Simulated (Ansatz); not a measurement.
An input for Ansatz 0.2.0 (KSrCeSbO6 (F-43m)):

```yaml
crystal:
  lattice:
    - [0.0, 4.23216437, 4.23216437]
    - [4.23216437, 0.0, 4.23216437]
    - [4.23216437, 4.23216437, 0.0]
  atoms:
    - { symbol: K, position: [0.75, 0.75, 0.75] }
    - { symbol: Sr, position: [0.25, 0.25, 0.25] }
    - { symbol: Ce, position: [0.0, 0.0, 0.0] }
    - { symbol: Sb, position: [0.5, 0.5, 0.5] }
    - { symbol: O, position: [0.73740685, 0.26259315, 0.26259315] }
    - { symbol: O, position: [0.26259315, 0.73740685, 0.73740685] }
    - { symbol: O, position: [0.73740685, 0.73740685, 0.26259315] }
    - { symbol: O, position: [0.26259315, 0.26259315, 0.73740685] }
    - { symbol: O, position: [0.26259315, 0.73740685, 0.26259315] }
    - { symbol: O, position: [0.73740685, 0.26259315, 0.73740685] }
kpoints:
  mp_grid: { grid: [6, 6, 6] }
hamiltonian:
  xc: pbe
  pseudopotentials: { kind: paw, azcp: { folder: soft_1 } }
scf:
  occupations: { method: fixed }
  n_extra_bands: 56
output:
  optics: { e_range: [0, 15], de: 0.05, sigma: 0.15, scissors: 2.582 }
```

```sh
ansatz run input.yaml --threads 2 --pin off --max-ram 92160MiB --backend cuda --events-out ev --progress --plain --runs-dir out --devices 1 --max-vram 13GiB
```

**Question.** How long will it take on 1 × NVIDIA H100 80GB HBM3 (shared by 6 runs) with 2 threads of AMD EPYC 7R13 (Zen 3), shared host, and how much memory?

It took 28 s; on shared hardware allow 14 s to 57 s. Peak host memory was 1.7 GiB.

[Paths, hosts, dates, memory and timing lines, banners, echoed tables and standing remarks are left out of the program output.]

[Logs are printed without paths, hosts, clocks, repeated set-up lines and the standing remarks that a program may print on its own settings, such as how far it seeks lower states.]

[Runs of the session that timed out or met a known fault of the program may be left out.]

[Cells called generated may have been cut or substituted from an entry of the Crystallography Open Database or the Materials Project.]

[Hosts, paths, dates, database ids (printed as entryN), source tags and the programs' standing remarks are cut or masked in the printed files.]
